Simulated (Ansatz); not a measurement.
# CsAl3: relaxing a made-up structure, part 2 of 2

Starting from a made-up structure for CsAl3, the aim is the relaxed cell, its shortest contacts and, where a second run follows, its electronic structure.

Ansatz 0.2.0; DFT, r2SCAN, plane-wave PAW, files of the set soft_1, scalar-relativistic, no spin, cell and ions relaxed at zero pressure; PAW set soft_1 (the session's first sound run).

So far: Starting point; Relaxing cell and atoms.

## Step 3: Bands of the relaxed cell

A second self-consistent run takes a narrower smearing and the mesh shown in its input; the bands follow along the standard path of the relaxed lattice.

This step: DFT, r2SCAN, plane-wave PAW, files of the set soft_1, scalar-relativistic, no spin, bands and density of states at the relaxed cell; PAW set soft_1 (Ansatz 0.2.0).

input.yaml

```yaml
crystal:
  lattice:
    - [-2.6597148325, 2.6597148325, 3.7630041454]
    - [2.6597148325, -2.6597148325, 3.7630041454]
    - [2.6597148325, 2.6597148325, -3.7630041454]
  atoms:
    - { symbol: Cs, position: [0.0, 0.0, 0.0] }
    - { symbol: Al, position: [0.5, 0.5, 0.0] }
    - { symbol: Al, position: [0.25, 0.75, 0.5] }
    - { symbol: Al, position: [0.75, 0.25, 0.5] }
kpoints:
  mp_grid: { grid: [8, 8, 8] }
  band_path:
    path:
      - [[0.0, 0.0, 0.0], [0.5, 0.5, -0.5], [0.74989372, 0.25010628, -0.5], [0.74989372, 0.0, -0.37494686], [0.0, 0.0, 0.0], [0.0, 0.0, 0.5], [0.25010628, 0.0, 0.37494686], [0.5, 0.0, 0.0], [0.5, 0.5, -0.25], [0.25010628, 0.25010628, 0.24989372], [0.0, 0.0, 0.5]]
      - [[0.5, 0.5, -0.5], [0.5, 0.5, -0.25]]
    npoints: 7
scf:
  occupations: { method: fermi_dirac, width: 0.03 }
  n_extra_bands: 8
hamiltonian:
  xc: r2scan
  pseudopotentials: { kind: paw, azcp: { folder: soft_1 } }
output:
  forces: true
  stress: true
  write_bands: true
  dos: { projected: true }
  write_density: true
  write_potential: true
  elf: true
  volumetric_format: npy
```

The run is started by

```console
$ ansatz run input.yaml --threads 4 --pin off --max-ram 8192MiB --backend cpu --events-out ev --progress --plain --runs-dir out
```

Numbers of over 12 decimals in the logs are rounded to 6 here.

Log:

```text
[...]
Crystal: 4 atoms, lattice volume = 106.479 Å³
Basis set: ecut = 500 eV, 2733 PW (Γ), exchange–correlation on 160×160×160 points (64 copies of the dense FFT grid, shifted against one another)
Bands: 17, of which v1, the nominal top of the filled ones, is band 9 counted from 1 (8 counted from 0)
Symmetry: 16 space group operations
[...]
k-points: 59 of 512
[...]
SCF iter   7: F=-7304.386205 eV  HF=-7304.386205 eV  |F-HF|=1.03e-8  |Δ(HF+E_count)|=   3.23e-7  Δρ=5.24e-6  dr2=4.04e-8  dr2_τ=1.39e-9  ethr=5.56e-10  ⟨swp⟩=10.1  Hψ=6649  notcnv=0
SCF 1 converged in 7 iterations: F = -7304.386205 eV  dr2 = 4.04e-8
[...]
NSCF: frozen V_eff on 79 k-points
SCF converged after 7 iterations
Free energy (F): -7304.386205 eV
[...]
Internal energy: -7304.380671 eV  (E = F + TS)
E sigma→0 (E₀):  -7304.383438 eV
Entropy (-TS):   -0.005534 eV (-1.384 meV/atom)
Fermi energy:    6.242389 eV
[...]
--- Stress (GPa, compression-positive) ---
       -0.189533       0.000000       0.000000
        0.000000      -0.189533      -0.000000
        0.000000      -0.000000      -0.202184
  P = ⅓ Tr σ = -0.1938 GPa (-1.938 kbar)
--- Band table (eV; the first three rows and the last of 59) ---
  k-point 0: bands = [... 5 lower, 4.2705, 5.1789, 5.1789, 5.1802, 6.6369, 6.6692, 6.6732, 6.6732, ... 4 higher]
  k-point 1: bands = [... 5 lower, 3.4841, 4.9950, 5.0719, 5.0740, 6.2727, 7.2021, 7.2053, 7.5605, ... 4 higher]
  k-point 2: bands = [... 5 lower, 2.6794, 3.5388, 5.0359, 5.0389, 7.9844, 8.0900, 8.4467, 8.4495, ... 4 higher]
  k-point 58: bands = [... 5 lower, 2.0180, 2.4301, 5.2643, 5.2643, 7.6668, 9.1604, 9.1604, 10.9553, ... 4 higher]
```

Wall time 6.5 s (4 threads of Arm Neoverse V1, shared host); peak memory 0.72 GiB.

The column dr2 measures how far the density is from self-consistency, as an energy; F and HF (Harris–Foulkes) agree once it is small.

Numbers from this step:

```
free energy             : -7304.3862 eV
energy at zero smearing : -7304.3834 eV
smearing term TS        : 0.005534 eV
Fermi energy            : 6.242 eV
pressure                : -0.1938 GPa
```

From bands.tsv, the bands that come nearest the Fermi level along the path, at its corners, in eV from the Fermi level:

```tsv
point	band 6	band 7	band 8	band 9	band 10	band 11	band 12	band 13
Γ	-1.97	-1.06	-1.06	-1.06	0.39	0.43	0.43	0.43
X	-4.22	-3.81	-0.98	-0.98	1.42	2.92	2.92	4.71
Y	-4.01	-4.00	-2.23	0.37	0.37	3.21	3.28	3.29
S	-4.28	-3.89	-1.21	-1.11	1.68	2.18	2.67	3.97
Γ	-1.97	-1.06	-1.06	-1.06	0.39	0.43	0.43	0.43
Z	-4.23	-3.81	-0.98	-0.98	1.42	2.91	2.92	4.71
S1	-4.28	-3.89	-1.21	-1.11	1.68	2.18	2.67	3.97
N	-4.74	-1.86	-1.50	-1.50	1.43	1.46	1.46	3.11
P	-4.01	-4.00	-2.23	0.37	0.37	3.21	3.28	3.29
Y1	-4.00	-4.00	-2.23	0.37	0.37	3.21	3.28	3.28
Z	-4.23	-3.81	-0.98	-0.98	1.42	2.91	2.92	4.71
X	-4.22	-3.81	-0.98	-0.98	1.42	2.92	2.92	4.71
P	-4.01	-4.00	-2.23	0.37	0.37	3.21	3.28	3.29
```

States per cell as run, both spins, in windows of 1 eV, from dos.tsv (zero at the Fermi level):

```
from  to  total
  -8  -7   0.04
  -7  -6   0.37
  -6  -5   1.21
  -5  -4   1.77
  -4  -3   1.89
  -3  -2   0.61
  -2  -1   2.21
  -1   0   1.92
   0   1   1.71
   1   2   1.94
   2   3   2.70
```

Below -8 eV lie 8.0 more states.

Valence density in the ab plane of the cell as run, not the conventional one, at fractional z = 0.000, with atoms of Cs and Al within 0.2 Å of it. It is the smooth field of the valence electrons, not physical close to the nuclei.

Ten even steps from '_' (-0.3 e/Å³) to '@' (1.1 e/Å³), each cell a mean:
```
--%%@@++--::::::::::::--##@@++
@@@@##==::::::::::::::--++%%@@
##**==--::::::::::::::::--++##
==----::::::::----::::::::----
::::::::::::--------::::::::::
::::::::::------------::::::::
::::::::----::::::------::::::
::::::::----::::::------::::::
::::::::------::::----::::::::
::::::::::----------::::::::::
--::::::::::------::::::::::--
++==--::::::::::::::::::--==++
@@%%**--::::::::::::::--==##@@
**@@%%==::::::::::::::--**@@%%
__**@@++--::::::::::::==##@@--
```
Columns run along a (5.3 Å), rows up along b (5.3 Å). Atoms in or near the plane, at fractional coordinates: Cs at (0.00, 0.00), Al at (0.50, 0.50).

ELF in the ab plane of the cell as run, not the conventional one, at fractional z = 0.000, with atoms of Cs and Al within 0.2 Å of it. It is the smooth field of the valence electrons, not physical close to the nuclei.

Ten even steps from '_' (0.08) to '@' (0.86), each cell a mean:
```
::##@@%%::__..--::..__++@@@@++
%%@@@@**____::==--..__::%%@@@@
@@@@**::__..==++++::____==%%@@
++==..____--**####++..____::++
________--**########==..______
__..::--****==::--++##++::....
::--==++##**..::..--####++--::
----==**%%**__**::::####++==--
..::--==##**::__..==##**==::..
______::==************--..____
::..____..==##%%##**--______::
%%##==____::==**++--____::**%%
@@@@%%==____--====::__..**@@@@
**%%@@##..__::----..__==@@@@##
__**@@%%::__..--::____++@@%%::
```
Columns run along a (5.3 Å), rows up along b (5.3 Å). Atoms in or near the plane, at fractional coordinates: Cs at (0.00, 0.00), Al at (0.50, 0.50).

Electrostatic potential energy in the ab plane of the cell as run, not the conventional one, at fractional z = 0.000, with atoms of Cs and Al within 0.2 Å of it. With pseudopotentials it is smooth inside the atoms' cores, unlike the true potential.

Ten even steps from '0' (-19 eV) to '9' (9 eV), each cell a mean:
```
000589999997300
003799999998510
246899999999753
788999988999987
999998656789999
999985333379999
999983598368999
999973699358999
999984365369999
999997433589999
889999878899998
467999999999875
014799999998630
001689999998400
000489999997200
```
Columns run along a (5.3 Å; values clipped at the 3rd and 97th percentile), rows up along b (5.3 Å). Atoms in or near the plane, at fractional coordinates: Cs at (0.00, 0.00), Al at (0.50, 0.50).

## Step 4: Summary of results

| Quantity | Value |
| --- | --- |
| space group, relaxed | Fm-3m |
| conventional cell | a = 7.524, b = 7.524, c = 7.524 Å; α = 90.0°, β = 90.0°, γ = 90.0° |
| volume per atom | 26.62 Å³ (guess 33.95) |

CsAl3 relaxes to Fm-3m with a = 7.524, b = 7.524 and c = 7.524 Å. The guessed volume was 28 % too large. The symmetry rose from I4/mmm to Fm-3m, so the distortion of the structure type doesn't survive with these elements. Bands cross the Fermi level, so it is a metal or semimetal at this level. On the 8×8×8 mesh with the narrower smearing (relaxed on 7×7×7) the forces vanish, as symmetry may demand, and the largest stress component is 0.202 GPa, against the relaxation's thresholds of 0.015 eV/Å and 0.05 GPa. The cutoff wasn't tested. A vector of the cell changed its length by 16 %, more than the volume shows. Spin-orbit coupling is left out, which can matter for elements this heavy. No dispersion term is used, so weakly bound directions may come out too long. Nothing here tests whether the compound is stable against decomposition.

[Logs are printed without paths, hosts, clocks, repeated set-up lines and the standing remarks that a program may print on its own settings, such as how far it seeks lower states.]

[Hosts, paths, dates, database ids (printed as entryN), source tags and the programs' standing remarks are cut or masked in the printed files.]
